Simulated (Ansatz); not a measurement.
# InTe2 (hypothetical, Fm-3m): thermal expansion from first principles, part 3 of 3

How much does InTe2 (hypothetical) expand with temperature? The compound is hypothetical: it was made by swapping elements on a known structure type.

Ansatz 0.2.0; DFT PBEsol, scalar-relativistic, plane waves, PAW.

So far. Step 2 (Probe on a coarse mesh): The start is under 16 GPa at this level and looks like a metal on this mesh. Step 5 (Tight relaxation): The residual pressure is -0.0066 GPa, small enough for phonons. The relaxed cell has a = 7.220 Å (conventional setting).

### 8. Phonons of the refused cell

The study refused this cell, so its phonons are run alone to see which modes are imaginary.

File input.yaml:

```yaml
crystal:
  lattice:
    - [0.0, 3.6101189642, 3.6101189642]
    - [3.6101189642, 0.0, 3.6101189642]
    - [3.6101189642, 3.6101189642, 0.0]
  atoms:
    - { symbol: In, position: [0.0, 0.0, 0.0] }
    - { symbol: Te, position: [0.75, 0.75, 0.75] }
    - { symbol: Te, position: [0.25, 0.25, 0.25] }
kpoints:
  mp_grid: { grid: [10, 10, 10] }
hamiltonian:
  xc: pbesol
scf:
  occupations: { method: methfessel_paxton, width: 0.15 }
output:
  eigenvalues: true
phonons:
  method: dfpt
  qmesh: [2, 2, 2]
  temperatures: { t_max: 1000, t_step: 50 }
  qpath:
    path:
      - [[0.0, 0.0, 0.0], [0.5, 0.0, 0.5], [0.625, 0.25, 0.625]]
      - [[0.375, 0.375, 0.75], [0.0, 0.0, 0.0], [0.5, 0.5, 0.5], [0.5, 0.25, 0.75], [0.5, 0.0, 0.5]]
    npoints: 10
```

Run with:

```
$ ansatz run input.yaml --threads 4 --pin off --max-ram 8192MiB --backend cpu --events-out ev --progress --plain --runs-dir out
```

Numbers of over 12 decimals in the logs are rounded to 6 here.

Output:

```text
[...]
Crystal: 3 atoms, lattice volume = 94.101 Å³
Basis set: ecut = 420 eV, 1837 PW (Γ), exchange–correlation on 72×72×72 points (8 copies of the dense FFT grid, shifted against one another)
Bands: 27, of which v1, the nominal top of the filled ones, is band 23 counted from 1 (22 counted from 0)
Symmetry: 48 space group operations
k-points: 47 of 1000
[...]
SCF iter   1: F=—  HF=-19327.946222 eV  |F-HF|=—  |Δ(HF+E_count)|=         —  Δρ=2.01e-3  dr2=3.75e-3  ethr=1.77e-3  ⟨swp⟩=6.1  Hψ=5448  notcnv=0
[...]
SCF iter   9: F=-19327.942801 eV  HF=-19327.942801 eV  |F-HF|=7.28e-12  |Δ(HF+E_count)|=  1.09e-11  S|Δr|=    0.00e0  Δρ=7.30e-8  dr2=3.52e-12  ethr=1.00e-12  ⟨swp⟩=6.2  Hψ=5586  notcnv=0
SCF 1 converged in 9 iterations: F = -19327.942801 eV  dr2 = 3.52e-12
[...]
phonons: the bands overlap, so this run is a metal and interpolates without the dipole-dipole term. If the crystal is really an insulator or semiconductor, its LO-TO splitting is missing
NSCF: frozen V_eff on 47 k-points
[...]
DFPT response loops at q = (0, 0, 0) (fractional): preconditioner auto → Kerker (q_TF=auto, 2.413 Å⁻¹) (partly filled bands, converged f_vac=0.064); β = 1.00, the filter's whole step (`scf.mixing.beta` (0.50) is not read by the response loops under this deck's `scf.mixing.preconditioner`; to damp them name `kerker` or `kerker_dos`, under which they read `scf.mixing.beta`, and type it under 1.00, their step now; both keys bind the ground state too); Broyden in place of MSR1
[...]
SCF converged after 9 iterations
[...]
Free energy (F): -19327.942801 eV
[...]
Internal energy: -19327.942405 eV  (E = F + TS)
E sigma→0 (E₀):  -19327.942702 eV
Entropy (-TS):   -0.000396 eV (-0.132 meV/atom)
Fermi energy:    8.931961 eV
[...]
--- Band table (eV; the first three rows and the last of 47) ---
  k-point 0: bands = [... 19 lower, 6.1055, 6.7876, 7.8434, 7.8434, 7.8434, 10.8015, 10.8015, 10.8015]
  k-point 1: bands = [... 19 lower, 6.0773, 6.4091, 7.7624, 7.7624, 8.6421, 10.8917, 10.9064, 10.9064]
  k-point 2: bands = [... 19 lower, 6.0178, 6.3649, 7.5372, 7.5372, 9.5069, 11.2650, 11.2650, 11.5270]
  k-point 46: bands = [... 19 lower, 5.7559, 7.1169, 8.8886, 9.6922, 9.8775, 12.0331, 13.5702, 13.9978]
--- Phonons (Γ-DFPT): 2 representative perturbations + reference (Σ response iterations 6) ---
  ASR residual: 1.111e-4 → 0.000e0 eV/Å²; symmetrization residual: 6.724e-5 eV/Å²
  ASR residual per site (eV/Å²): 3.92e-5 1.11e-4 1.11e-4
  Γ frequencies (cm⁻¹): -24.73 -24.73 -24.73 0.00 0.00 0.00 84.48 84.48 84.48
--- Phonons (arbitrary-q DFPT): 3 irreducible q on the 2×2×2 mesh ---
  q = [0.0000, 0.0000, 0.0000] (star 1, of the zone-centre solve; hermiticity 6.47e-5, symmetrization 3.62e-11): -24.73 -24.73 -24.73 -0.00 0.00 0.00 84.48 84.48 84.48
  q = [0.0000, 0.0000, -0.5000] (star 4, 2 solved perturbations on 282 of 1000 k-point pairs; hermiticity 1.08e-5, symmetrization 5.69e-7): -58.49 -40.64 -40.64 -29.53 44.95 44.95 88.29 88.29 92.33
  q = [0.0000, -0.5000, -0.5000] (star 3, 4 solved perturbations in 546 linear systems a pass and spin channel, the states on 171 of 1000 k-point pairs; hermiticity 5.37e-5, symmetrization 2.26e-9): -85.12 -59.37 -59.37 -29.62 -29.62 54.43 72.55 101.50 101.50
  sum rule: each row above includes the acoustic sum rule's correction from the zone centre's row sums; it moved no ω² by more than (0.49 cm⁻¹)²
  mesh force constants: q→R imaginary residual 6.45e-17; ASR residual 1.111e-4 → 0.000e0 eV/Å²; symmetrization residual 1.332e-15 eV/Å²
  interpolated dispersion: 62 rows × 9 modes
  density of states and harmonic sums: on the 16×16×16 q-mesh, interpolated from the force constants of a 2×2×2 supercell (no non-analytic term)
  largest difference from the sums on the solved wave vectors: F 2.05e-1 eV, S 2.51e-4 and C_V 4.84e-5 eV/K
  zero-point energy: 0.020755 eV/cell   skipped modes (ω ≤ 0): 589, of them read as no rigid motion or as one in doubt: 586 (4.086e0 modes/cell left out, lowest -85.12 cm⁻¹)   left out of the sums: 4.54e-1 of the cell's modes: C_V's classical limit lies that fraction below 3 k_B per atom; for a crystal, a wire or a layer, F and S can be off by more, and a phonons.interpolated_qmesh denser along its periods is the remedy for the sampling
```

Wall time 98 s (4 threads of Arm Neoverse V2, shared host); peak memory 2 GiB; 6.4 min of CPU time.

This step gave:

```yaml
lowest_frequency_on_the_path: -85.12 cm⁻¹
point_group: m-3m
highest_frequency: 101.5 cm⁻¹
```

No LO-TO term. Phonon branches along the path, in cm⁻¹:

| point | branch 1 | branch 2 | branch 3 | branch 4 | branch 5 | branch 6 | branch 7 | branch 8 | branch 9 |
| --- | --- | --- | --- | --- | --- | --- | --- | --- | --- |
| Γ | -25 | -25 | -25 | 0 | 0 | 0 | 84 | 84 | 84 |
| halfway | -61 | -45 | -45 | 25 | 25 | 39 | 81 | 91 | 91 |
| X | -85 | -59 | -59 | -30 | -30 | 54 | 72 | 102 | 102 |
| halfway | -83 | -61 | -56 | -32 | -30 | 57 | 74 | 100 | 101 |
| U | -77 | -63 | -46 | -33 | -29 | 59 | 79 | 98 | 98 |
| jump to K | -77 | -63 | -46 | -33 | -29 | 59 | 79 | 98 | 98 |
| halfway | -60 | -29 | -21 | -10 | 10 | 33 | 85 | 88 | 91 |
| Γ | -25 | -25 | -25 | 0 | 0 | 0 | 84 | 84 | 84 |
| halfway | -50 | -35 | -35 | 20 | 34 | 34 | 86 | 86 | 86 |
| L | -58 | -41 | -41 | -30 | 45 | 45 | 88 | 88 | 92 |
| halfway | -65 | -62 | -40 | -17 | 13 | 48 | 89 | 89 | 97 |
| W | -72 | -71 | -39 | -39 | -36 | 64 | 87 | 87 | 101 |
| halfway | -81 | -63 | -53 | -33 | -31 | 60 | 76 | 97 | 101 |
| X | -85 | -59 | -59 | -30 | -30 | 54 | 72 | 102 | 102 |

The phonon branches as a text plot (rows in cm⁻¹):

```
     98 |       ***************                     *************
     90 |    ***             *****          *****************
     82 |********         ******************               ***
     74 |        *********                                    ***
     67 |                                                ***
     59 |             ******                            *   ****
     51 |        *****      *                         **        *
     43 |       *            **               ****** *
     35 |    ***               *****        **     **
     28 |  *****                    *    ***        **
     20 | **                      ****  **  *        *
     12 | *     *               *    *  *          *  *
      4 |                      * *
     -3 |*                     *     ***     *
    -11 |                       *****
    -19 |        *           ** **  *         *   *   **
    -27 |**       ****************** *****     ***     **     ***
    -35 |  **          *****        **  ******          *******
    -42 |   ****               *    *     *   **************
    -50 |    ** **      ***  **   **       ***     *        **
    -58 |      *  ******    *   **            ********        ***
    -66 |       *       ********                      ***   **
    -73 |        *        **                             ***
    -81 |         ********                                  *****
         Γ           X  U|K            Γ         L        W     X
```

Tetrahedra on 16 16 16, mean over bins of 2 cm⁻¹. Table of phonon density of states by wavenumber; read off at these points:

wavenumber (cm⁻¹), phonon density of states (1/cm⁻¹/cell) and a bar:
```
    -85.0      0.002 
    -79.0      0.018 ##
    -75.0      0.027 ####
    -69.0      0.048 ######
    -65.0      0.070 #########
    -59.0      0.088 ############
    -55.0      0.056 ########
    -49.0      0.051 #######
    -45.0      0.059 ########
    -41.0      0.108 ###############
    -39.0      0.088 ############
    -35.0      0.063 ########
    -33.0      0.092 ############
    -29.0      0.091 ############
    -25.0      0.059 ########
    -19.0      0.026 ###
    -15.0      0.017 ##
     -9.0      0.014 ##
     -5.0      0.017 ##
      1.0      0.020 ###
      5.0      0.022 ###
     11.0      0.024 ###
     15.0      0.024 ###
     21.0      0.030 ####
     25.0      0.028 ####
     31.0      0.040 #####
     35.0      0.070 #########
     41.0      0.034 #####
     45.0      0.022 ###
     51.0      0.027 ####
     55.0      0.035 #####
     61.0      0.016 ##
     65.0      0.000 
     71.0      0.000 
     75.0      0.014 ##
     81.0      0.046 ######
     85.0      0.193 ##########################
     87.0      0.223 ##############################
     91.0      0.142 ###################
     95.0      0.123 #################
    101.0      0.064 #########
```

No LO-TO term. The modes at Γ (shares of kinetic energy by element, %) (negative means imaginary):

| mode | frequency (cm⁻¹) | symmetry | In % | Te % |
| --- | --- | --- | --- | --- |
| 1 | -24.7 | T2g | 0 | 100 |
| 2 | -24.7 | T2g | 0 | 100 |
| 3 | -24.7 | T2g | 0 | 100 |
| 4 | 0.0 | T1u | 31 | 69 |
| 5 | 0.0 | T1u | 31 | 69 |
| 6 | 0.0 | T1u | 31 | 69 |
| 7 | 84.5 | T1u | 69 | 31 |
| 8 | 84.5 | T1u | 69 | 31 |
| 9 | 84.5 | T1u | 69 | 31 |

Displacements in mode 1 (-24.7 cm⁻¹), the largest set to 1:
```
In1  0.00  0.00  0.00
Te2  0.03 -0.26 -1.00
Te3 -0.03  0.26  1.00
```

Displacements in mode 9 (84.5 cm⁻¹), the largest set to 1:
```
In1  1.00  0.00  0.00
Te2 -0.45  0.00  0.00
Te3 -0.45  0.00  0.00
```

Lowest modes at the softest wavevector of the mesh; phase exp(i q.(R + tau)). The modes at q = (0.500, 0.000, 0.500) (shares of kinetic energy by element, %) (negative means imaginary):

| mode | frequency (cm⁻¹) | In % | Te % |
| --- | --- | --- | --- |
| 1 | -85.1 | 0 | 100 |
| 2 | -59.4 | 0 | 100 |
| 3 | -59.4 | 0 | 100 |
| 4 | -29.6 | 52 | 48 |
| 5 | -29.6 | 52 | 48 |
| 6 | 54.4 | 0 | 100 |

Displacements in mode 1 (-85.1 cm⁻¹), the largest set to 1, in the home cell:
```
In1 0.00 0.00 0.00
Te2 0.00 1.00 0.00
Te3 0.00 1.00 0.00
```

Displacements in mode 6 (54.4 cm⁻¹), the largest set to 1, in the home cell:
```
In1  0.00  0.00  0.00
Te2  0.00  1.00  0.00
Te3  0.00 -1.00  0.00
```

The modes has structure finer than the step of the table below, so its rows give means over 5 cm⁻¹, whole bins alone (the curve runs from -94.5 to 114 cm⁻¹). Peaks (cm⁻¹: height): In -31.5: 0.0331, 86.7: 0.137; Te -63.0: 0.0753, -40.6: 0.0707, -31.5: 0.0616, 34.2: 0.0569, 55.2: 0.0307, 88.0: 0.0578.

Phonopy on the run's constants, 13x13x13 mesh, Gaussian sigma 2.0 cm⁻¹. Modes against wavenumber; means over each step; values in 1/cm⁻¹/cell:

| wavenumber (cm⁻¹) | In | Te |
| --- | --- | --- |
| -90 | 0 | 1.7e-4 |
| -85 | 6.0e-6 | 0.00478 |
| -80 | 8.1e-5 | 0.0162 |
| -75 | 5.5e-4 | 0.0277 |
| -70 | 0.00239 | 0.0433 |
| -65 | 0.00610 | 0.0653 |
| -60 | 0.00798 | 0.0721 |
| -55 | 0.00595 | 0.0545 |
| -50 | 0.00642 | 0.0460 |
| -45 | 0.0116 | 0.0517 |
| -40 | 0.0209 | 0.0642 |
| -35 | 0.0234 | 0.0532 |
| -30 | 0.0309 | 0.0562 |
| -25 | 0.0177 | 0.0386 |
| -20 | 0.00962 | 0.0266 |
| -15 | 0.00643 | 0.0181 |
| -10 | 0.00489 | 0.0168 |
| -5 | 0.00159 | 0.00684 |
| 0 | 0.00123 | 0.00633 |
| 5 | 0.00218 | 0.0126 |
| 10 | 0.00330 | 0.0160 |
| 15 | 0.00394 | 0.0213 |
| 20 | 0.00435 | 0.0269 |
| 25 | 0.00386 | 0.0287 |
| 30 | 0.00368 | 0.0403 |
| 35 | 0.00470 | 0.0522 |
| 40 | 0.00355 | 0.0335 |
| 45 | 0.00375 | 0.0250 |
| 50 | 0.00317 | 0.0217 |
| 55 | 0.00265 | 0.0296 |
| 60 | 1.0e-3 | 0.0216 |
| 65 | 1.3e-4 | 0.00448 |
| 70 | 0.00156 | 1.8e-4 |
| 75 | 0.0132 | 0.00169 |
| 80 | 0.0388 | 0.0106 |
| 85 | 0.111 | 0.0424 |
| 90 | 0.111 | 0.0526 |
| 95 | 0.0772 | 0.0491 |
| 100 | 0.0450 | 0.0372 |
| 105 | 0.00413 | 0.00383 |
| 110 | 1.2e-5 | 1.2e-5 |

The lowest solved frequency is -85.1 cm⁻¹, so the cell is unstable here and gives no valid free energy.

### 9. Outcome

```
lowest frequency at the solved wavevectors : -85.1 cm⁻¹
```

What this shows: With imaginary harmonic modes at the relaxed cell the quasi-harmonic free energy is undefined, so no expansion is obtained for this phase at this level. The softest solved mode is 85i cm⁻¹ at q = (0, -0.5, -0.5), and 3 of 3 solved wavevectors carry a mode beyond 8i cm⁻¹. The q-mesh is coarse, so only a few wavevectors were solved. In a metal soft modes also hang on the k-mesh and the smearing, which were not converged here. The PAW files were made for PBE and are used here under another functional, for which the program regenerates the frozen cores.

[Logs are printed without paths, hosts, clocks, repeated set-up lines and the standing remarks that a program may print on its own settings, such as how far it seeks lower states.]

[Hosts, paths, dates, database ids (printed as entryN), source tags and the programs' standing remarks are cut or masked in the printed files.]

[A step with changed settings may run another functional than the one named; its input shows which.]

[Pressures of single members of a volume series are the stress at the run's cutoff; with an incomplete basis they can lie off −dE/dV of the same runs, and they are not shown converged.]
